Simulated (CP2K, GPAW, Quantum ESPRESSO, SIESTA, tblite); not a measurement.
# How far do other methods lie from plane waves? Glassy nearly rigid 61SiO2-11SrO-15BaO-13ZnO (mol %) at 1500 K (120 atoms)

Aim: forces, pressure and gap of glassy nearly rigid 61SiO2-11SrO-15BaO-13ZnO (mol %) at 1500 K (120 atoms) at one geometry, from other programs and methods, against plane-wave PBE.

Results are calculated, not measured.

## 1. The cell

The cell holds 120 atoms (28 Si, 5 Sr, 7 Ba, 6 Zn and 74 O), with edges of 12.27, 12.27 and 12.27 Å. Recipe: 120 atoms (28 Si, 5 Sr, 7 Ba, 6 Zn, 74 O) placed at random at 3.38 g/cm³, melted at 4000 K for 10 ps at fixed volume with the Morse and Coulomb pair potential with partial charges (Pedone, Malavasi, Menziani, Cormack and Segre, J. Phys. Chem. B 110, 11780 (2006)). Snapshot at the end of a hold of 10 ps at 1500 K and fixed volume. Then every atom was moved at random, 0.02 Å r.m.s. a Cartesian component. The density is 3.38 g/cm³.

## 2. The reference input

Quantum ESPRESSO 7.5: Kohn-Sham DFT, PBE, SSSP efficiency 1.3.0 pseudopotentials, plane waves. Its input, pw.in:

```
&control
  calculation = 'scf'
  pseudo_dir = './pseudo'
  outdir = './tmp'
  disk_io = 'none'
  tprnfor = .true.
  tstress = .true.
/
&system
  ibrav = 0
  nat = 120
  ntyp = 5
  ecutwfc = 60
  ecutrho = 480
  nosym = .true.
  occupations = 'smearing'
  smearing = 'fd'
  degauss = 0.003675
/
&electrons
  conv_thr = 6.0e-07
  electron_maxstep = 100
  mixing_beta = 0.4
  mixing_mode = 'plain'
  diagonalization = 'david'
/
ATOMIC_SPECIES
Si 28.085 Si.upf
Sr 87.620 Sr.upf
Ba 137.327 Ba.upf
Zn 65.380 Zn.upf
O 15.999 O.upf
CELL_PARAMETERS angstrom
12.26840 0.00000 0.00000
0.00000 12.26840 0.00000
0.00000 0.00000 12.26840
ATOMIC_POSITIONS crystal
Si 0.59358 0.55171 0.03821
Si 0.17641 0.52288 0.28398
Si 0.77041 0.07123 0.48977
Si 0.06041 0.73552 0.62147
[... 114 atom lines left out ...]
O 0.18356 0.53834 0.14591
O 0.12655 0.61582 0.65764
K_POINTS gamma
```

```console
$ OMP_NUM_THREADS=1 mpirun -np 4 pw.x -in pw.in > output.txt
```

Elapsed: 17 min, on 4 MPI ranks of Arm Neoverse V1, shared host; peak memory 6.7 GiB; 70 min of CPU time.

It converged with an r.m.s. force component of 3.4 eV/Å and a pressure of 6.7 GPa.

Its highest filled and lowest empty levels lie 1.36 eV apart on its k-points.

## 3. The other programs

- CP2K 2026.2: Gaussian basis with GTH pseudopotentials and a plane-wave density; labels give functional, basis (MOLOPT sets; SR short-range, UZH the newer set with its own potentials), grid cutoff/relative cutoff and solver (OT: orbital transformation; TRS4, TC2, SIGN: linear-scaling purification with its sparsity filter), or its built-in tight binding.
- GPAW 26.7.0: PAW with atomic orbitals (LCAO), plane waves or a real-space grid of spacing h.
- SIESTA 5.4.2: numerical atomic orbitals, whose automatically made sets are far from complete, with PseudoDojo norm-conserving potentials that we converted to its format (checked against plane waves on the same files for H, C, O, Si, Ge and Ca alone); labels give functional, basis size, energy shift and mesh cutoff.
- tblite 0.8.0: extended tight binding, driven from Python.

All use the same cell and atoms, and the electronic-structure runs the same k-mesh.

## 4. All runs compared

Differences are against the reference: forces as r.m.s. over components, share as that over the reference's r.m.s. force, slope as the fitted ratio of a run's forces to the reference's.

```tsv
run	Δ force, r.m.s. (meV/Å)	share (%)	slope	Δ pressure (GPa)	Δ gap (eV)	cores	CPU time	memory (GiB)
reference	-	-	-	-	-	4	70 min	6.7
CP2K PBE+D3, DZVP-MOLOPT-SR, 800/50 Ry, OT DIIS	220	6.42	0.955	-1.09	-0.189	4	18 min	6.5
CP2K PBE, DZVP-MOLOPT-SR, 800/50 Ry, TRS4 filter 1e-04, SCF 1e-05 (coarse)	243	7.07	0.952	-0.0657	-	4	8.7 min	6.0
CP2K PBE, DZVP-MOLOPT-SR, 800/50 Ry, TRS4 filter 1e-06, SCF 1e-06	219	6.39	0.953	-0.0341	-	4	9.1 min	6.0
CP2K PBE, DZVP-MOLOPT-SR, 800/50 Ry, TRS4 filter 1e-07, SCF 1e-07	222	6.47	0.954	-0.0137	-	4	12 min	6.0
CP2K PBE, DZVP-MOLOPT-SR, 800/50 Ry, diagonalisation	223	6.51	0.954	-0.0073	-0.189	4	9.8 min	11
CP2K PBE, SZV-MOLOPT-SR, 800/50 Ry, OT DIIS (coarse)	1367	39.8	1.252	19.5	-	2	12 min	3.7
GPAW PBE, LCAO dzp, h 0.18 Å	417	12.1	1.087	-	-0.137	2	10 min	3.4
GPAW revPBE, LCAO dzp, h 0.18 Å	459	13.4	1.098	-	-0.0184	2	10 min	3.3
SIESTA PBE, DZ, shift 0.01 Ry, mesh 500 Ry (coarse)	1212	35.3	1.231	9.11	-0.798	2	5 min	2.1
SIESTA PBE, DZP, shift 0.01 Ry, mesh 500 Ry	272	7.93	1.033	1.31	-0.502	4	11 min	3.8
SIESTA PBE, DZP, shift 0.01 Ry, mesh 700 Ry	272	7.93	1.033	1.32	-0.502	4	14 min	4.8
SIESTA PBE, SZ, shift 0.02 Ry, mesh 500 Ry (coarse)	1294	37.7	1.258	7.63	-	1	4.5 min	1.3
SIESTA PBE, SZP, shift 0.01 Ry, mesh 500 Ry (coarse)	753	22.0	1.171	5.12	-0.612	2	8.2 min	3.0
tblite GFN1-xTB	910	26.5	1.044	-16.4	-	1	27 s	0.15
```

Rows marked coarse were listed beforehand as settings not expected to be converged; some can still land near the reference.

Left out, with forces off by over 50 eV/Å: CP2K GFN1-xTB, OT DIIS.

Runs without a result: SIESTA PBE, SZ, shift 0.02 Ry, mesh 500 Ry, order-N, radius 6.5 Å, eta -1.27 eV (stopped at the start).

CPU time is summed over cores on shared hosts, so it is rough.

## 5. Findings

Forces lie from 6.4 % (CP2K PBE, DZVP-MOLOPT-SR, 800/50 Ry, TRS4 filter 1e-06, SCF 1e-06) to 40 % (CP2K PBE, SZV-MOLOPT-SR, 800/50 Ry, OT DIIS, coarse) of the reference's r.m.s. force of 3.4 eV/Å away from it. The PBE runs in local orbitals, coarse settings apart, differ by 6.4 % (CP2K PBE, DZVP-MOLOPT-SR, 800/50 Ry, TRS4 filter 1e-06, SCF 1e-06) to 12 % (GPAW PBE, LCAO dzp, h 0.18 Å); basis, grid and potentials can all enter. Tight binding differs by 27 % (tblite GFN1-xTB); it is another model, with fitted parameters of its own, and the xTB methods hold dispersion. Rows with another functional or a dispersion term differ by 6.4 % (CP2K PBE+D3, DZVP-MOLOPT-SR, 800/50 Ry, OT DIIS) to 13 % (GPAW revPBE, LCAO dzp, h 0.18 Å), which mixes the change of model with differences of basis and potentials.

Runs with settings chosen to be coarse differ by 7.1 % (CP2K PBE, DZVP-MOLOPT-SR, 800/50 Ry, TRS4 filter 1e-04, SCF 1e-05) to 40 % (CP2K PBE, SZV-MOLOPT-SR, 800/50 Ry, OT DIIS), their programs' other errors included. SIESTA PBE, SZ, shift 0.02 Ry, mesh 500 Ry stiffens the forces by a factor of 1.26 while following their directions (correlation 0.977); the slopes of the 5 SIESTA runs lie between 1.03 and 1.26. From SIESTA PBE, DZP, shift 0.01 Ry, mesh 500 Ry to the finer SIESTA PBE, DZP, shift 0.01 Ry, mesh 700 Ry the share goes from 7.93 to 7.93 %, so the grid isn't what parts these runs from the reference. Pressures at PBE, coarse settings apart, lie -0.03 to +1.32 GPa from the reference's. Gaps at PBE, coarse settings apart, lie -0.50 to -0.14 eV from the reference's.

Caveats: Periodic xTB results under one method name differ between programs and library versions. The potentials hold different valence shells: 796 electrons in the reference, 748 in CP2K with SZV-MOLOPT-SR and 748 in GPAW; this bears on time and differences. The reference's pressure holds the uncorrected Pulay stress of its 60 Ry basis, so small pressure differences may be the reference's own error. The frame stands for 1500 K, but pressures are static and levels are smeared at 580 K. The network of bonds at the start is that of the classical potential that made the cell, and needn't be the one that DFT or experiment would give. The electronic-structure runs sample only Γ, in a cell whose shortest periodic width is 12 Å. Spin–orbit coupling is left out, which matters for the levels of the heavy elements. Where levels are smeared, the DFT runs use Fermi–Dirac occupations at 580 K (0.05 eV), and energies are free energies. The atoms were displaced at random, and shares hang on the size of the forces that this gives. The reference's cutoffs and mesh weren't converged further here.

[Logs are printed without paths, hosts, clocks, repeated set-up lines and the standing remarks that a program may print on its own settings, such as how far it seeks lower states.]

[Hosts, paths, dates, database ids (printed as entryN), source tags and the programs' standing remarks are cut or masked in the printed files.]

[Cells were taken only where this reference lay near another plane-wave run.]
